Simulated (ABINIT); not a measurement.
# BaH2 (P6_3/mmc): G0W0 with ABINIT, start to end, part 2 of 3

How does a plane-wave GW calculation on BaH2 (P6_3/mmc) run from the first input to the gap?

ABINIT 10.8.3; PBEsol and many-body steps on it, plane waves. Known limits of the many-body steps: not at the basis limit; no spin-orbit coupling; coarse k mesh.

So far. Step 2 (Ground state): The gap is indirect, with the least direct gap 1.07 eV higher.

**3. Bands along the symmetry lines**

Level of this step: DFT, PBEsol, plane waves, norm-conserving pseudopotentials (ABINIT).

Levels along a band path, at the cheap level, show where the edges lie and whether the meshes to come will hold them.

Contents of run.abi:

```
acell 3*1.0 Angstrom
rprim 
  4.462025052349 0.000000000014 0.000000000000
  -2.231012526186 3.864227047650 0.000000000000
  0.000000000000 0.000000000000 6.055292590000
ntypat 2
znucl 56 1
natom 6
typat 1 1 2 2 2 2
xred 
  0.666666666667 0.333333333333 0.750000000000
  0.333333333333 0.666666666667 0.250000000000
  0.333333333333 0.666666666667 0.750000000000
  0.666666666667 0.333333333333 0.250000000000
  -0.000000000000 -0.000000000000 0.500000000000
  -0.000000000000 -0.000000000000 0.000000000000
pp_dirpath "pseudos"
pseudos "Ba.upf, H.upf"
ecut 32
iscf -2
irdden 1
kptopt 0
nkpt 75
kpt 
  0.00000000 0.00000000 0.00000000
  0.06250000 0.00000000 0.00000000
  0.12500000 0.00000000 0.00000000
  0.18750000 0.00000000 0.00000000
  0.25000000 0.00000000 0.00000000
  0.31250000 0.00000000 0.00000000
  0.37500000 0.00000000 0.00000000
  0.43750000 0.00000000 0.00000000
  0.50000000 0.00000000 0.00000000
  0.47916667 0.04166667 0.00000000
  0.45833333 0.08333333 0.00000000
  0.43750000 0.12500000 0.00000000
  0.41666666 0.16666666 0.00000000
  0.39583333 0.20833333 0.00000000
  0.37500000 0.25000000 0.00000000
  0.35416666 0.29166666 0.00000000
  0.33333333 0.33333333 0.00000000
  0.29166666 0.29166666 0.00000000
  0.25000000 0.25000000 0.00000000
  0.20833333 0.20833333 0.00000000
  0.16666666 0.16666666 0.00000000
  0.12500000 0.12500000 0.00000000
  0.08333333 0.08333333 0.00000000
  0.04166667 0.04166667 0.00000000
  0.00000000 0.00000000 0.00000000
  0.00000000 0.00000000 0.06250000
  0.00000000 0.00000000 0.12500000
  0.00000000 0.00000000 0.18750000
  0.00000000 0.00000000 0.25000000
  0.00000000 0.00000000 0.31250000
  0.00000000 0.00000000 0.37500000
  0.00000000 0.00000000 0.43750000
  0.00000000 0.00000000 0.50000000
  0.06250000 0.00000000 0.50000000
  0.12500000 0.00000000 0.50000000
  0.18750000 0.00000000 0.50000000
  0.25000000 0.00000000 0.50000000
  0.31250000 0.00000000 0.50000000
  0.37500000 0.00000000 0.50000000
  0.43750000 0.00000000 0.50000000
  0.50000000 0.00000000 0.50000000
  0.47916667 0.04166667 0.50000000
  0.45833333 0.08333333 0.50000000
  0.43750000 0.12500000 0.50000000
  0.41666666 0.16666666 0.50000000
  0.39583333 0.20833333 0.50000000
  0.37500000 0.25000000 0.50000000
  0.35416666 0.29166666 0.50000000
  0.33333333 0.33333333 0.50000000
  0.29166666 0.29166666 0.50000000
  0.25000000 0.25000000 0.50000000
  0.20833333 0.20833333 0.50000000
  0.16666666 0.16666666 0.50000000
  0.12500000 0.12500000 0.50000000
  0.08333333 0.08333333 0.50000000
  0.04166667 0.04166667 0.50000000
  0.00000000 0.00000000 0.50000000
  0.50000000 0.00000000 0.50000000
  0.50000000 0.00000000 0.43750000
  0.50000000 0.00000000 0.37500000
  0.50000000 0.00000000 0.31250000
  0.50000000 0.00000000 0.25000000
  0.50000000 0.00000000 0.18750000
  0.50000000 0.00000000 0.12500000
  0.50000000 0.00000000 0.06250000
  0.50000000 -0.00000000 0.00000000
  0.33333333 0.33333333 0.50000000
  0.33333333 0.33333333 0.43750000
  0.33333333 0.33333333 0.37500000
  0.33333333 0.33333333 0.31250000
  0.33333333 0.33333333 0.25000000
  0.33333333 0.33333333 0.18750000
  0.33333333 0.33333333 0.12500000
  0.33333333 0.33333333 0.06250000
  0.33333333 0.33333333 0.00000000
istwfk *1
nband 19
nbdbuf 2
tolwfr 1e-08
nstep 40
prtwf 0
prtvol 0
indata_prefix "in"
outdata_prefix "out"
tmpdata_prefix "tmp"
```

Run with:

```console
> OMP_NUM_THREADS=1 mpirun -n 4 abinit run.abi > log
```

Numbers of over 12 decimals in the logs are rounded to 6 here.

Output:

```text
.Version 10.8.3 of ABINIT. v10.8.2 released Aug 2026.

 Symmetries : space group P6_3/m m c (#194); Bravais hP (primitive hexag.)
[... echo of the input left out ...]
== DATASET  1 ==================================================================
-   mpi_nproc: 4, omp_nthreads: 1 (-1 if OMP is not activated)

--- !DatasetInfo
iteration_state: {dtset: 1, }
dimensions: {natom: 6, nkpt: 75, mband: 19, nsppol: 1, nspinor: 1, nspden: 1, mpw: 6130, }
cutoff_energies: {ecut:  32.0, pawecutdg:  -1.0, }
electrons: {nelect:   2.40000000E+01, charge:   0.00000000E+00, occopt:   1.00000000E+00, tsmear:   1.00000000E-02, }

 Real(R)+Recip(G) space primitive vectors, cartesian coordinates (Bohr,Bohr^-1):
 R(1)=  8.4320053  0.0000000  0.0000000  G(1)=  0.1185958  0.0684713  0.0000000
 R(2)= -4.2160027  7.3023308  0.0000000  G(2)=  0.0000000  0.1369426  0.0000000
 R(3)=  0.0000000  0.0000000 11.4428446  G(3)=  0.0000000  0.0000000  0.0873909
 Unit cell volume ucvol=  7.0457361E+02 bohr^3
 Angles (23,13,12)=  9.00000000E+01  9.00000000E+01  1.20000000E+02 degrees

 getcut: wavevector=  0.0000  0.0000  0.0000  ngfft=  45  45  60
         ecut(hartree)=     32.000   => boxcut(ratio)=   2.04919

--- Pseudopotential description ------------------------------------------------
- Ba Generated using ONCVPSP code by D. R. Hamann
- 56.00000  10.00000  180301                  znucl, zion, pspdat
12 -116133 2 -1 1936                          pspcod,pspxc,lmax,lloc,mmax
     nproj     2     2     2
  pspatm : epsatm=   26.37418133
         --- l  ekb(1:nproj) -->
             0    6.652372    0.677024
             1    5.027722    0.408462
             2    2.543237    0.416854
 pspatm: atomic psp has been read  and splines computed

- H Generated using ONCVPSP code by D. R. Hamann
-  1.00000   1.00000  180301                  znucl, zion, pspdat
12 -116133 1 -1 1180                          pspcod,pspxc,lmax,lloc,mmax
     nproj     2     1     0
  pspatm : epsatm=    0.35585368
         --- l  ekb(1:nproj) -->
[...]
1   -0.494138
 pspatm: atomic psp has been read  and splines computed

--------------------------------------------------------------------------------

================================================================================
 prteigrs : about to open file out_EIG
 Non-SCF case, kpt    1 (  0.00000  0.00000  0.00000), residuals and eigenvalues=
  4.53E-09  9.40E-09  1.97E-09  3.04E-09  7.07E-09  2.80E-09  5.81E-09  1.21E-09
  1.74E-09  1.11E-09  5.97E-09  6.57E-09  3.05E-09  9.04E-09  6.56E-09  8.66E-09
[...]
-8.4430E-01 -8.3787E-01 -3.2333E-01 -2.9297E-01 -2.9297E-01 -2.8383E-01
 -2.8383E-01 -2.8230E-01 -7.9456E-03  4.2869E-02  1.3315E-01  1.5182E-01
  2.5198E-01  2.5198E-01  2.8885E-01  2.8885E-01  2.8991E-01  2.8991E-01
  3.1860E-01
 Non-SCF case, kpt    2 (  0.06250  0.00000  0.00000), residuals and eigenvalues=
[...]
Non-SCF case, kpt   74 (  0.33333  0.33333  0.06250), residuals and eigenvalues=
[...]
3.7768E-01
 Non-SCF case, kpt   75 (  0.33333  0.33333  0.00000), residuals and eigenvalues=
[...]
-3.0119E-01 -2.8904E-01  7.8558E-02  7.8558E-02  7.9996E-02  8.6863E-02
  2.6619E-01  2.6619E-01  3.0696E-01  3.3445E-01  3.3445E-01  3.4478E-01
  3.7748E-01

--- !ResultsGS
iteration_state: {dtset: 1, }
comment   : Summary of ground state results
lattice_vectors:
- [  8.4320053,   0.0000000,   0.0000000, ]
- [ -4.2160027,   7.3023308,   0.0000000, ]
- [  0.0000000,   0.0000000,  11.4428446, ]
lattice_lengths: [   8.43201,    8.43201,   11.44284, ]
lattice_angles: [ 90.000,  90.000, 120.000, ] # degrees, (23, 13, 12)
lattice_volume:   7.0457361E+02
convergence: {deltae:  0.000E+00, res2:  0.000E+00, residm:  9.983E-09, diffor:  0.000E+00, }
etotal    :  -5.85971915E+01
entropy   :   0.00000000E+00
fermie    :   1.51815635E-01
cartesian_stress_tensor: null
pressure_GPa: null
xred      :
- [  6.6667E-01,   3.3333E-01,   7.5000E-01, Ba]
- [  3.3333E-01,   6.6667E-01,   2.5000E-01, Ba]
- [  3.3333E-01,   6.6667E-01,   7.5000E-01,  H]
- [  6.6667E-01,   3.3333E-01,   2.5000E-01,  H]
- [  3.7007E-17,   9.2519E-17,   5.0000E-01,  H]
- [  3.7007E-17,   9.2519E-17,   2.7756E-17,  H]
cartesian_forces: null
force_length_stats: {min: null, max: null, mean: null, }

 Integrated electronic density in atomic spheres:
 ------------------------------------------------
 Atom  Sphere_radius  Integrated_density
[...]
================================================================================

 ----iterations are completed or convergence reached----

 Mean square residual over all n,k,spin=   48.486E-10; max=  99.826E-10
 reduced coordinates (array xred) for    6 atoms
[...]
cartesian coordinates (angstrom) at end:
    1      2.231013     1.288076     4.541469
    2     -7.67e-12     2.576151     1.513823
    3     -7.67e-12     2.576151     4.541469
    4      2.231013     1.288076     1.513823
    5     -0.000000     0.000000     3.027646
    6     -0.000000     0.000000     0.000000
 length scales=  1.889726125908  1.889726125908  1.889726125908 bohr
              =  1.000000000000  1.000000000000  1.000000000000 angstroms
 prteigrs : about to open file out_EIG
 Eigenvalues (hartree) for nkpt=  75  k points:
 kpt#   1, nband= 19, wtk=  1.00000, kpt=  0.0000  0.0000  0.0000 (reduced coord)
[...]
kpt#   2, nband= 19, wtk=  1.00000, kpt=  0.0625  0.0000  0.0000 (reduced coord)
[...]
kpt#   3, nband= 19, wtk=  1.00000, kpt=  0.1250  0.0000  0.0000 (reduced coord)
[...]
kpt#  74, nband= 19, wtk=  1.00000, kpt=  0.3333  0.3333  0.0625 (reduced coord)
[...]
0.33690    0.34782    0.37768
 kpt#  75, nband= 19, wtk=  1.00000, kpt=  0.3333  0.3333  0.0000 (reduced coord)
  -0.83975   -0.83975   -0.30942   -0.30265   -0.30265   -0.30119   -0.30119   -0.28904
   0.07856    0.07856    0.08000    0.08686    0.26619    0.26619    0.30696    0.33445
   0.33445    0.34478    0.37748

== END DATASET(S) ==============================================================
================================================================================

 -outvars: echo values of variables after computation  --------
            nband          19
             nkpt          75
          spgroup         194
 [... the other variables as echoed above ...]

 Calculation completed.
```

It took 29 s on 4 MPI ranks of Arm Neoverse V2, shared host; peak memory 0.4 GiB; 1.9 min of CPU time.

Numbers from this step:

* gap: 1.473 eV
* k of the valence top: 0, 0, 0
* k of the conduction bottom: 0.3333, 0.3333, 0.5
* least direct gap: 2.542 eV

The gap is 1.473 eV, as in the run before at this level.

The electronic bands at the labelled points (eV, zero at the top of the highest filled band):

| point | band 9 | band 10 | band 11 | band 12 | band 13 | band 14 | band 15 | band 16 |
| --- | --- | --- | --- | --- | --- | --- | --- | --- |
| Γ | -4.35 | -2.96 | -0.51 | 0.00 | 2.73 | 2.73 | 3.73 | 3.73 |
| halfway | -3.42 | -2.50 | -1.31 | -1.06 | 2.96 | 3.12 | 3.33 | 3.71 |
| M | -2.56 | -2.25 | -1.67 | -1.59 | 2.51 | 3.78 | 3.79 | 5.10 |
| halfway | -2.31 | -2.13 | -1.78 | -1.67 | 2.70 | 3.56 | 3.84 | 5.20 |
| K | -1.99 | -1.99 | -1.95 | -1.77 | 3.11 | 3.11 | 4.22 | 4.97 |
| halfway | -3.15 | -2.38 | -1.52 | -1.21 | 2.89 | 3.07 | 3.34 | 4.12 |
| Γ | -4.35 | -2.96 | -0.51 | 0.00 | 2.73 | 2.73 | 3.73 | 3.73 |
| halfway | -4.00 | -2.93 | -0.65 | -0.05 | 2.49 | 2.49 | 3.17 | 3.17 |
| A | -3.29 | -3.29 | -0.46 | -0.46 | 2.58 | 2.58 | 2.58 | 2.58 |
| halfway | -2.62 | -2.62 | -1.32 | -1.32 | 2.90 | 2.90 | 3.22 | 3.22 |
| L | -2.30 | -2.30 | -1.37 | -1.37 | 2.30 | 2.30 | 3.85 | 3.85 |
| halfway | -2.06 | -2.06 | -1.45 | -1.45 | 1.84 | 1.84 | 4.01 | 4.01 |
| H | -1.77 | -1.77 | -1.54 | -1.54 | 1.47 | 1.47 | 4.35 | 4.35 |
| halfway | -2.41 | -2.41 | -1.47 | -1.47 | 2.57 | 2.57 | 3.45 | 3.45 |
| A | -3.29 | -3.29 | -0.46 | -0.46 | 2.58 | 2.58 | 2.58 | 2.58 |
| jump to L | -2.30 | -2.30 | -1.37 | -1.37 | 2.30 | 2.30 | 3.85 | 3.85 |
| halfway | -2.43 | -2.28 | -1.57 | -1.45 | 2.86 | 2.94 | 3.15 | 4.60 |
| M | -2.56 | -2.25 | -1.67 | -1.59 | 2.51 | 3.78 | 3.79 | 5.10 |
| jump to H | -1.77 | -1.77 | -1.54 | -1.54 | 1.47 | 1.47 | 4.35 | 4.35 |
| halfway | -1.89 | -1.80 | -1.80 | -1.74 | 2.18 | 2.18 | 3.98 | 5.18 |
| K | -1.99 | -1.99 | -1.95 | -1.77 | 3.11 | 3.11 | 4.22 | 4.97 |

The electronic bands as a text plot (rows in eV, shown from -8.0 to 3.5 only):

```
    3.3 | +++++    +++++++++   +     +++          ++++  +++
    2.8 |++ +++   +++ ++++ ++++ ++ +++++           ++++  ++    ++
    2.3 |      +++             ++++     ++++     ++    ++  +  +
    1.9 |                                   +   +            +
    1.4 |                                    +++            +
    0.9 |
    0.4 |
   -0.1 |*                  ******
   -0.5 |**                *********                  **
   -1.0 |  **            **         **             ***
   -1.5 |   ********  ****            *************     *******
   -2.0 |        ********                   ******          *****
   -2.5 |  ********    ****           ******      *     ****
   -2.9 |**  **          * *******  **             ***
   -3.4 |   *             *      ***                  **
   -3.9 | **               *   **
   -4.4 |*                  ***
   -4.9 |
   -5.4 |
   -5.8 |
   -6.3 |
   -6.8 |
   -7.3 |
   -7.8 |
         Γ      M   K        Γ    A       L   H       A|L  M|H  K
```

**4. Empty states on the mesh, 3×3×2 mesh, 145 bands**

The sums over transitions need many empty states on a uniform mesh; this step solves for them.

Contents of run.abi:

```
acell 3*1.0 Angstrom
rprim 
  4.462025052349 0.000000000014 0.000000000000
  -2.231012526186 3.864227047650 0.000000000000
  0.000000000000 0.000000000000 6.055292590000
ntypat 2
znucl 56 1
natom 6
typat 1 1 2 2 2 2
xred 
  0.666666666667 0.333333333333 0.750000000000
  0.333333333333 0.666666666667 0.250000000000
  0.333333333333 0.666666666667 0.750000000000
  0.666666666667 0.333333333333 0.250000000000
  -0.000000000000 -0.000000000000 0.500000000000
  -0.000000000000 -0.000000000000 0.000000000000
pp_dirpath "pseudos"
pseudos "Ba.upf, H.upf"
ecut 32
ngkpt 3 3 2
nshiftk 1
shiftk 0 0 0
kptopt 1
chksymbreak 0
iscf -2
irdden 1
istwfk *1
nband 145
nbdbuf 12
tolwfr 1e-09
nstep 60
prtvol 0
indata_prefix "in"
outdata_prefix "out"
tmpdata_prefix "tmp"
```

Output:

```text
.Version 10.8.3 of ABINIT. v10.8.2 released Aug 2026.

 Symmetries : space group P6_3/m m c (#194); Bravais hP (primitive hexag.)
[... echo of the input left out ...]
== DATASET  1 ==================================================================
-   mpi_nproc: 4, omp_nthreads: 1 (-1 if OMP is not activated)

--- !DatasetInfo
iteration_state: {dtset: 1, }
dimensions: {natom: 6, nkpt: 6, mband: 145, nsppol: 1, nspinor: 1, nspden: 1, mpw: 6126, }
cutoff_energies: {ecut:  32.0, pawecutdg:  -1.0, }
electrons: {nelect:   2.40000000E+01, charge:   0.00000000E+00, occopt:   1.00000000E+00, tsmear:   1.00000000E-02, }

 Real(R)+Recip(G) space primitive vectors, cartesian coordinates (Bohr,Bohr^-1):
 R(1)=  8.4320053  0.0000000  0.0000000  G(1)=  0.1185958  0.0684713  0.0000000
 R(2)= -4.2160027  7.3023308  0.0000000  G(2)=  0.0000000  0.1369426  0.0000000
 R(3)=  0.0000000  0.0000000 11.4428446  G(3)=  0.0000000  0.0000000  0.0873909
 Unit cell volume ucvol=  7.0457361E+02 bohr^3
 Angles (23,13,12)=  9.00000000E+01  9.00000000E+01  1.20000000E+02 degrees

 getcut: wavevector=  0.0000  0.0000  0.0000  ngfft=  45  45  60
         ecut(hartree)=     32.000   => boxcut(ratio)=   2.04919

--- Pseudopotential description ------------------------------------------------
- Ba Generated using ONCVPSP code by D. R. Hamann
- 56.00000  10.00000  180301                  znucl, zion, pspdat
12 -116133 2 -1 1936                          pspcod,pspxc,lmax,lloc,mmax
     nproj     2     2     2
  pspatm : epsatm=   26.37418133
         --- l  ekb(1:nproj) -->
             0    6.652372    0.677024
             1    5.027722    0.408462
             2    2.543237    0.416854
 pspatm: atomic psp has been read  and splines computed

- H Generated using ONCVPSP code by D. R. Hamann
-  1.00000   1.00000  180301                  znucl, zion, pspdat
12 -116133 1 -1 1180                          pspcod,pspxc,lmax,lloc,mmax
     nproj     2     1     0
  pspatm : epsatm=    0.35585368
         --- l  ekb(1:nproj) -->
[...]
1   -0.494138
 pspatm: atomic psp has been read  and splines computed

--------------------------------------------------------------------------------

================================================================================
 prteigrs : about to open file out_EIG
 Non-SCF case, kpt    1 (  0.00000  0.00000  0.00000), residuals and eigenvalues=
  1.22E-10  8.07E-11  4.47E-10  5.13E-10  9.21E-10  5.98E-11  9.40E-10  8.07E-11
  1.98E-10  1.81E-10  1.53E-10  3.09E-10  1.53E-10  3.06E-10  1.28E-10  4.10E-10
  1.17E-10  5.05E-10  2.06E-10  1.87E-10  4.26E-10  1.68E-10  2.06E-10  1.36E-10
[...]
2.09E-04
 -8.4430E-01 -8.3787E-01 -3.2333E-01 -2.9297E-01 -2.9297E-01 -2.8383E-01
 -2.8383E-01 -2.8230E-01 -7.9456E-03  4.2869E-02  1.3315E-01  1.5182E-01
  2.5198E-01  2.5198E-01  2.8885E-01  2.8885E-01  2.8991E-01  2.8991E-01
[...]
2.2491E+00  2.2841E+00  2.2841E+00  2.3114E+00  2.3241E+00  2.3241E+00
  2.3243E+00  2.3289E+00  2.3673E+00  2.4047E+00  2.4048E+00  2.4171E+00
  2.4185E+00
 prteigrs : prtvol=0 or 1, do not print more k-points.

--- !ResultsGS
iteration_state: {dtset: 1, }
comment   : Summary of ground state results
lattice_vectors:
- [  8.4320053,   0.0000000,   0.0000000, ]
- [ -4.2160027,   7.3023308,   0.0000000, ]
- [  0.0000000,   0.0000000,  11.4428446, ]
lattice_lengths: [   8.43201,    8.43201,   11.44284, ]
lattice_angles: [ 90.000,  90.000, 120.000, ] # degrees, (23, 13, 12)
lattice_volume:   7.0457361E+02
convergence: {deltae:  0.000E+00, res2:  0.000E+00, residm:  9.962E-10, diffor:  0.000E+00, }
etotal    :  -5.85971915E+01
entropy   :   0.00000000E+00
fermie    :   1.51815635E-01
cartesian_stress_tensor: null
pressure_GPa: null
xred      :
- [  6.6667E-01,   3.3333E-01,   7.5000E-01, Ba]
- [  3.3333E-01,   6.6667E-01,   2.5000E-01, Ba]
- [  3.3333E-01,   6.6667E-01,   7.5000E-01,  H]
- [  6.6667E-01,   3.3333E-01,   2.5000E-01,  H]
- [  3.7007E-17,   9.2519E-17,   5.0000E-01,  H]
- [  3.7007E-17,   9.2519E-17,   2.7756E-17,  H]
cartesian_forces: null
force_length_stats: {min: null, max: null, mean: null, }

 Integrated electronic density in atomic spheres:
 ------------------------------------------------
 Atom  Sphere_radius  Integrated_density
[...]
================================================================================

 ----iterations are completed or convergence reached----

 Mean square residual over all n,k,spin=   40.272E-11; max=  99.618E-11
 reduced coordinates (array xred) for    6 atoms
[...]
0.000000000000      0.000000000000      0.500000000000
       0.000000000000      0.000000000000      0.000000000000

 cartesian coordinates (angstrom) at end:
    1      2.231013     1.288076     4.541469
    2     -7.67e-12     2.576151     1.513823
    3     -7.67e-12     2.576151     4.541469
    4      2.231013     1.288076     1.513823
    5     -0.000000     0.000000     3.027646
    6     -0.000000     0.000000     0.000000
 length scales=  1.889726125908  1.889726125908  1.889726125908 bohr
              =  1.000000000000  1.000000000000  1.000000000000 angstroms
 prteigrs : about to open file out_EIG
 Eigenvalues (hartree) for nkpt=   6  k points:
 kpt#   1, nband=145, wtk=  0.05556, kpt=  0.0000  0.0000  0.0000 (reduced coord)
[...]
2.21814    2.23587    2.24100    2.24100    2.24906    2.28410    2.28410    2.31141
   2.32408    2.32408    2.32432    2.32888    2.36731    2.40466    2.40481    2.41707
   2.41851
 prteigrs : prtvol=0 or 1, do not print more k-points.

== END DATASET(S) ==============================================================
================================================================================

 -outvars: echo values of variables after computation  --------
            nband         145
             nkpt           6
          spgroup         194
 [... the other variables as echoed above ...]

 Calculation completed.
```

Wall time 41 s (4 MPI ranks); peak memory 0.38 GiB.

This step gave:

```
gap                                                           : 1.473 eV
k of the valence top                                          : 0, 0, 0
k of the conduction bottom                                    : 0.3333, 0.3333, 0.5
least direct gap                                              : 2.725 eV
k points computed                                             : 6
lowest point of the top converged band, above the valence top : 55.1689 eV
```

On this mesh the gap is 1.473 eV.

(Part 2 of 3 ends here.)

[Paths, hosts, dates, memory and timing lines, banners, echoed tables and standing remarks are left out of the program output.]

[Logs are printed without paths, hosts, clocks, repeated set-up lines and the standing remarks that a program may print on its own settings, such as how far it seeks lower states.]

[Runs of the session that timed out or met a known fault of the program may be left out.]

[Hosts, paths, dates, database ids (printed as entryN), source tags and the programs' standing remarks are cut or masked in the printed files.]

[G0W0 gaps are taken among the corrected bands and points alone; a level outside them can change the order at an edge.]

[Where Ansatz stands beside ABINIT at settings called matched, ABINIT's density can come from a denser mesh and the files from another edition; pairs whose starting gaps differed by over 0.03 eV were left out, so agreement reads better than it is.]
